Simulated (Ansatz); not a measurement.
**TlCrTe2 (P-3m1): how robust is the cRPA U?**

What does U in TlCrTe2 (P-3m1) depend on besides the window?

Main program and level: Ansatz 0.2.0; constrained RPA on LDA, plane waves, PAW.

**1. The structure**

The structure is trigonal, space group P-3m1 (No. 164). The conventional cell has a = 4.110 Å, b = 4.110 Å, c = 7.949 Å, α = 90.00°, β = 90.00°, γ = 120.00°. Nearest to Cr lie 6 Te at 2.78 Å. Tl has 6 Te at 3.46 Å nearest. Nearest to Te lie 3 Cr at 2.78 Å and 3 Tl at 3.46 Å. Farther neighbours and most contacts between anions are not listed.

The cell and positions are those that the Materials Project relaxed with its own functionals (PBE, PBE+U or r2SCAN), kept fixed. Spin-orbit coupling is left out unless a step names it. The default PAW set here is soft_2. Its files were made with PBE.

**2. Base: Cr t2g + anion p, bands v8 to c1, 6×6×2 mesh, medium accuracy**

Constrained RPA screens the interaction with every transition except those inside the target bands, which a later many-body model would treat itself.

input.yaml

```yaml
crystal:
  lattice:
    - [-2.90609076, 1.0e-08, 2.90609079]
    - [2.90609076, -2.90609079, -1.0e-08]
    - [4.58929001, 4.58928994, 4.58928994]
  atoms:
    - { symbol: Cr, position: [0.0, 0.0, 0.5] }
    - { symbol: Tl, position: [0.0, 0.0, 0.0] }
    - { symbol: Te, position: [0.66666667, 0.33333333, 0.68330262] }
    - { symbol: Te, position: [0.33333333, 0.66666667, 0.31669738] }
kpoints:
  mp_grid: { grid: [6, 6, 4] }
hamiltonian:
  xc: lda
scf:
  occupations: { method: gaussian, width: 0.08 }
  n_extra_bands: 19
  max_iter: 150
output:
  crpa:
    kmesh: [6, 6, 2]
    target_bands: [v8, c1]
    projections:
      - { species: Cr, l: d, shell: 3, orbitals: [dxz, dyz, dxy] }
      - { species: Te, l: p, shell: 5 }
  local_orbitals:
    kmesh: [12, 12, 4]
    orbitals:
      - { species: Cr, l: d, shell: 3, orbitals: [dxz, dyz, dxy] }
      - { species: Te, l: p, shell: 5 }
    window: { bands: [v8, c1] }
    seedname: lo
```

On the command line:

```console
$ ansatz run input.yaml --threads 4 --pin off --max-ram 9216MiB --backend cpu --events-out ev --progress --plain --runs-dir out
```

Numbers of over 12 decimals in the logs are rounded to 6 here.

Output:

```text
scf.n_extra_bands = 19 over 30 filled bands (N_el = 59.0): the run solves 49 bands
Engine: ansatz 0.2.0, aarch64-unknown-linux-gnu
Pseudopotentials: kind: paw
Pseudopotential: Cr, paw, valence charge 14, recommended cutoff 420 eV (normal), Cr.paw.azcp
Pseudopotential: Tl, paw, valence charge 13, recommended cutoff 420 eV (normal), Tl.paw.azcp
Pseudopotential: Te, paw, valence charge 16, recommended cutoff 420 eV (normal), Te.paw.azcp
Functional definition: SPW92
  exchange = slater_x
  correlation = pw_c
Crystal: 4 atoms, lattice volume = 116.275 Å³
Basis set: ecut = 420 eV, 2259 PW (Γ)
Bands: 49, of which v1, the nominal top of the filled ones, is band 30 counted from 1 (29 counted from 0)
Symmetry: 12 space group operations
Space group: P-3m1 (ITA 164), of the structure as read, at distance tolerance 4.9e-5 Å
k-points: 24 of 144
Non-local potential: Cr, projectors of the file, l = 0: 3, l = 1: 2, l = 2: 3, l = 3: 1
Non-local potential: Tl, projectors of the file, l = 0: 2, l = 1: 2, l = 2: 2, l = 3: 1
Non-local potential: Te, projectors of the file, l = 0: 2, l = 1: 2, l = 2: 2, l = 3: 2
PAW form: soft (Blöchl's): semilocal exchange-correlation on the pseudo side does not see the compensation charge
PAW frozen core: Cr, regenerated for the run's functional, and the local potential with it (the file was generated under x = pbe(κ = 0.804, μ = 0.219515), c = pbe(β = 0.066725))
PAW frozen core: Tl, regenerated for the run's functional, and the local potential with it (the file was generated under x = pbe(κ = 0.804, μ = 0.219515), c = pbe(β = 0.066725))
PAW frozen core: Te, regenerated for the run's functional, and the local potential with it (the file was generated under x = pbe(κ = 0.804, μ = 0.219515), c = pbe(β = 0.066725))
PAW one-centre angular grid: Cr, 590 points (default); XC on 64 Gauss nodes
PAW one-centre angular grid: Tl, 590 points (default); XC on 64 Gauss nodes
PAW one-centre angular grid: Te, 590 points (default); XC on 64 Gauss nodes
Initial density: superposition of atomic densities (neutral atoms: chi_scale 0, normalization atom), corrected by the library's trained network
Initial wavefunctions: pseudopotential atomic-orbital guess
Functional: x = slater, c = lda
SCF iter   1: F=—  HF=-28123.120282 eV  |F-HF|=—  |Δ(HF+E_count)|=         —  Δρ=8.62e-3  dr2=1.54e-1  ethr=1.77e-3  ⟨swp⟩=6.3  Hψ=5099  notcnv=0  defer=189
preconditioner: auto → LDOS  [metal: Δε(μ)=0.030 eV  Ē_g=13.429 eV  σ=0.080 eV  W_gap=0.20  n_scr=36 (ndim 8)  ℏωp=19.2 eV  f_vac=0.028  D(μ)=10.71/eV (n_scr^D=136)  β→1.0]
SCF iter   2: F=—  HF=-28123.107220 eV  |F-HF|=—  |Δ(HF+E_count)|=   1.31e-2  Δρ=3.81e-3  dr2=1.02e-2  ethr=2.61e-4  ⟨swp⟩=2.9  Hψ=1824  notcnv=0  defer=266
[...]
cRPA screening: q 72/72 (q-point 44)
SCF converged after 8 iterations
Free energy (F): -28123.103112 eV
Harris-Foulkes:  -28123.103112 eV  (|F-HF|=5.13e-9)
Internal energy: -28123.068825 eV  (E = F + TS)
E sigma→0 (E₀):  -28123.085968 eV
Entropy (-TS):   -0.034287 eV (-8.572 meV/atom)
Fermi energy:    9.024102 eV
--- Per-component energies (eV) ---
  E_band       = -800.465455
  E_kinetic    = 1034.258679
  E_local      = -5874.312209  (includes V_loc(G=0)·N_el)
  E_nonlocal   = -201.930600
  E_hartree    = 3024.146246
  E_xc         = -611.713653
  E_vxc        = -525.896781  (∫ρ·V_xc dr)
  E_paw        = -20029.575638  (= ΣΔE_a)
  E_vpaw       = -1280.878823  (= ΣTr[D̂ρ^β])
  E_aug_tail   = -0.000016  (compensation charges beyond the density's cutoff)
  E_ewald      = -5465.522521
  E_core_change = 1.580886  (= ΣΔE_core)
  E_smearing   = -0.034287  (= −TS)
  E_closure    = -0.000000  (closes the sum)
  Σ components = -28123.103112   (vs F -28123.103112, Δ=0.00e0)
--- Band table (eV; the first three rows and the last of 24) ---
  k-point 0: bands = [... 26 lower, 8.6732, 8.6732, 8.7509, 8.7509, 9.2083, 11.0806, 11.0806, 12.5107, ... 15 higher]
  k-point 1: bands = [... 26 lower, 8.6675, 8.6675, 8.7972, 8.7972, 9.2463, 11.0391, 11.0391, 12.3643, ... 15 higher]
  k-point 2: bands = [... 26 lower, 8.6647, 8.8417, 8.8417, 9.1064, 9.7738, 10.9963, 10.9963, 11.8263, ... 15 higher]
  k-point 23: bands = [... 26 lower, 6.9180, 7.5496, 8.7416, 8.9816, 8.9816, 10.2120, 10.2120, 10.6730, ... 15 higher]
--- cRPA (band scheme, projected local orbitals): target bands 23..31 (1-based), 9 Wannier function(s), 6×6×2 mesh, 62 bands' worth read of 67 solved, ecut_chi 136.0 eV, v(q+G=0) probe_charge, pair densities all_electron ---
  bands read: the sum over 62 bands ends inside a degenerate multiplet in 1 slot, whose members it reads at an even weight; the widest, k=0: bands 62 to 63 (counted from 1) at 1/2 each
  χ-basis size per q: N_G = 400..428
  window electrons = 15.0000, filled by tetrahedron_uncorrected; constrained ε̄⁻¹(q = 0, 0) head = 0.069169; min gauge Gram eig = 0.3177
  Kanamori averages over each shell's own Wannier functions (sites counted from 0, functions from 1):
  Each shell's averages of U are screened by what lies outside the whole window alone: parameters of one model of all the shells.
    Site 0, 3D, 3 of 5 d orbitals (Wannier functions 1, 2, 3; wannier90's mr 2, 3, 5):
      screened: U = 1.7748 eV, U' = 0.9649 eV, J = 0.3964 eV
      screened, to within: U = 3.4e-3 eV, U' = 3.4e-3 eV, J = 8.1e-4 eV
      bare: V = 16.4551 eV, V' = 15.2831 eV, J = 0.5773 eV
    Site 2, 5P, 3 of 3 p orbitals (Wannier functions 4, 5, 6; wannier90's mr 1, 2, 3):
      screened: U = 1.5604 eV, U' = 0.9846 eV, J = 0.1968 eV
      screened, to within: U = 2.0e-3 eV, U' = 2.0e-3 eV, J = 4.6e-4 eV
      bare: V = 8.2711 eV, V' = 6.9375 eV, J = 0.3693 eV
    Site 3, 5P, 3 of 3 p orbitals (Wannier functions 7, 8, 9; wannier90's mr 1, 2, 3):
      screened: U = 1.5604 eV, U' = 0.9846 eV, J = 0.1968 eV
      screened, to within: U = 2.0e-3 eV, U' = 2.0e-3 eV, J = 4.6e-4 eV
      bare: V = 8.2711 eV, V' = 6.9375 eV, J = 0.3693 eV
  Hermiticity witness max|P − P†| over intra, direct and exchange elements: 8.88e-15 eV (screened), 6.91e-17 eV (bare)
  Reality witness max|Im| over intra, direct and exchange elements: 2.61e-9 eV (screened), 1.15e-12 eV (bare)
```

Elapsed: 24 min, on 4 threads of Arm Neoverse V1, shared host; peak memory 1 GiB; 1.5 h of CPU time.

This step gave:

```yaml
u: 1.775 eV
u_prime_inter_orbital: 0.9649 eV
j: 0.3964 eV
bare_v: 16.46 eV
bare_j: 0.5773 eV
stated_bound_on_u: 0.003389 eV
u_over_bare_v: 0.1079
electrons_in_the_window: 15.00
head_of_the_constrained_inverse_dielectric_matrix: 0.06917
least_eigenvalue_of_the_projection_s_overlap: 0.3177
target_functions: 9
bands_in_the_sums: 62
r_m_s_miss_of_the_model_bands: 0.002660 eV
width_of_the_target_bands: 5.813 eV
weight_of_the_projected_orbitals_in_the_window: 0.8732
```

On the Cr t2g shell, screening brings the on-site interaction from 16.5 eV down to U = 1.77 eV.

**3. Changed: 3×3×2 mesh**

input.yaml, the sections that differ from step 2:

```yaml
output:
  crpa:
    kmesh: [3, 3, 2]
    target_bands: [v8, c1]
    projections:
      - { species: Cr, l: d, shell: 3, orbitals: [dxz, dyz, dxy] }
      - { species: Te, l: p, shell: 5 }
# crystal, kpoints, hamiltonian, scf: as in step 2
```

Output:

```text
[...]
Crystal: 4 atoms, lattice volume = 116.275 Å³
Basis set: ecut = 420 eV, 2259 PW (Γ)
Bands: 49, of which v1, the nominal top of the filled ones, is band 30 counted from 1 (29 counted from 0)
[... 1 set-up line as in the run before ...]
[...]
k-points: 24 of 144
[...]
SCF iter   1: F=—  HF=-28123.120282 eV  |F-HF|=—  |Δ(HF+E_count)|=         —  Δρ=8.62e-3  dr2=1.54e-1  ethr=1.77e-3  ⟨swp⟩=6.3  Hψ=5099  notcnv=0  defer=189
[...]
SCF iter   8: F=-28123.103112 eV  HF=-28123.103112 eV  |F-HF|=5.13e-9  |Δ(HF+E_count)|=   2.93e-8  Δρ=6.28e-6  dr2=1.84e-8  ethr=1.69e-10  ⟨swp⟩=11.5  Hψ=6313  notcnv=0
SCF 1 converged in 8 iterations: F = -28123.103112 eV  dr2 = 1.84e-8
[...]
NSCF: frozen V_eff on 6 k-points
[...]
cRPA screening: q 1/18
cRPA screening: q 2/18
cRPA screening: q 3/18
cRPA screening: q 7/18 (q-point 4)
cRPA screening: q 11/18 (q-point 9)
[...]
k-point 2: bands = [... 26 lower, 8.6647, 8.8417, 8.8417, 9.1064, 9.7738, 10.9963, 10.9963, 11.8263, ... 15 higher]
  k-point 23: bands = [... 26 lower, 6.9180, 7.5496, 8.7416, 8.9816, 8.9816, 10.2120, 10.2120, 10.6730, ... 15 higher]
[...]
χ-basis size per q: N_G = 400..426
[...]
Site 0, 3D, 3 of 5 d orbitals (Wannier functions 1, 2, 3; wannier90's mr 2, 3, 5):
      screened: U = 1.8187 eV, U' = 1.0024 eV, J = 0.3979 eV
      screened, to within: U = 1.7e-3 eV, U' = 1.7e-3 eV, J = 6.0e-4 eV
      bare: V = 16.5230 eV, V' = 15.3496 eV, J = 0.5771 eV
    Site 2, 5P, 3 of 3 p orbitals (Wannier functions 4, 5, 6; wannier90's mr 1, 2, 3):
      screened: U = 1.5719 eV, U' = 0.9936 eV, J = 0.1969 eV
      screened, to within: U = 1.6e-3 eV, U' = 1.6e-3 eV, J = 3.6e-4 eV
      bare: V = 8.4014 eV, V' = 7.0625 eV, J = 0.3698 eV
    Site 3, 5P, 3 of 3 p orbitals (Wannier functions 7, 8, 9; wannier90's mr 1, 2, 3):
      screened: U = 1.5719 eV, U' = 0.9936 eV, J = 0.1969 eV
      screened, to within: U = 1.6e-3 eV, U' = 1.6e-3 eV, J = 3.6e-4 eV
      bare: V = 8.4014 eV, V' = 7.0625 eV, J = 0.3698 eV
[...]
[key lines of the parts left out:]
SCF converged after 8 iterations
Free energy (F): -28123.103112 eV
Fermi energy:    9.024102 eV
```

Run time: 2.2 min. Hardware: 4 threads; peak memory 0.84 GiB; 8.6 min of CPU time.

Numbers from this step:

```
U                                                 : 1.819 eV
U prime (inter-orbital)                           : 1.002 eV
J                                                 : 0.3979 eV
bare V                                            : 16.52 eV
bare J                                            : 0.5771 eV
stated bound on U                                 : 0.001696 eV
U over bare V                                     : 0.1101
electrons in the window                           : 15.00
head of the constrained inverse dielectric matrix : 0.07340
least eigenvalue of the projection's overlap      : 0.3567
target functions                                  : 9
bands in the sums                                 : 62
width of the target bands                         : 5.813 eV
weight of the projected orbitals in the window    : 0.8732
```

On the Cr t2g shell, screening brings the on-site interaction from 16.5 eV down to U = 1.82 eV.

**4. Changed: spin-orbit coupling, which the program doesn't serve**

This step: constrained RPA on LDA with spin-orbit coupling, plane waves, PAW.

Edit input.yaml of step 3 so:

```diff
@@ -18,5 +18,8 @@
   max_iter: 150
+magnetization:
+  noncollinear: true
+  spin_orbit: true
 output:
   crpa:
-    kmesh: [3, 3, 2]
+    kmesh: [6, 6, 2]
     target_bands: [v8, c1]
```

Output:

```text
Error: output.crpa with magnetization.noncollinear: true — the cRPA pipeline runs scalar-band solve channels only (unpolarised or collinear) — spinor oscillator elements are not implemented; use a collinear or unpolarised deck, or drop the output.crpa: request
```

Elapsed: 0.03 s, on 4 threads; peak memory 0.033 GiB.

The input was rejected at the start.

The program's message: “Error: output.crpa with magnetization.noncollinear: true — the cRPA pipeline runs scalar-band solve channels only (unpolarised or collinear) — spinor oscillator elements are not implemented; use a col …”

The fault put into this input: spin-orbit coupling, which the program doesn't serve.

**5. Side by side**

Times are wall times on 4 threads of Arm Neoverse V1, shared host, good to a factor of about two.

| run | bare V (eV) | U (eV) | J (eV) | bound on U (eV) | width (eV) | time |
| --- | --- | --- | --- | --- | --- | --- |
| target window | 16.46 | 1.775 | 0.396 | 0.0034 | 5.81 | 24 min |
| 3×3×2 mesh | 16.52 | 1.819 | 0.398 | 0.0017 | 5.81 | 2.2 min |

**6. Outcome**

```json
{
  "target window": "U 1.77 eV, J 0.40 eV",
  "3×3×2 mesh": "U 1.82 eV, J 0.40 eV"
}
```

What this shows: 3×3×2 mesh moves U by +0.04 eV at 0.094 times the time. The printed bound covers the solver alone, not the mesh, and no denser mesh than the base was run. The parent state is non-magnetic and the interaction static (zero frequency); U depends on the window and the orbitals, so it belongs to this model alone. Spin-orbit coupling, which is strong for atoms this heavy, is left out. A window that holds the anion p bands defines a model with explicit ligands; its U belongs to that model and is not the U of DFT+U.

[Paths, hosts, dates, memory and timing lines, banners, echoed tables and standing remarks are left out of the program output.]

[Logs are printed without paths, hosts, clocks, repeated set-up lines and the standing remarks that a program may print on its own settings, such as how far it seeks lower states.]

[Runs of the session that timed out or met a known fault of the program may be left out.]

[Hosts, paths, dates, database ids (printed as entryN), source tags and the programs' standing remarks are cut or masked in the printed files.]
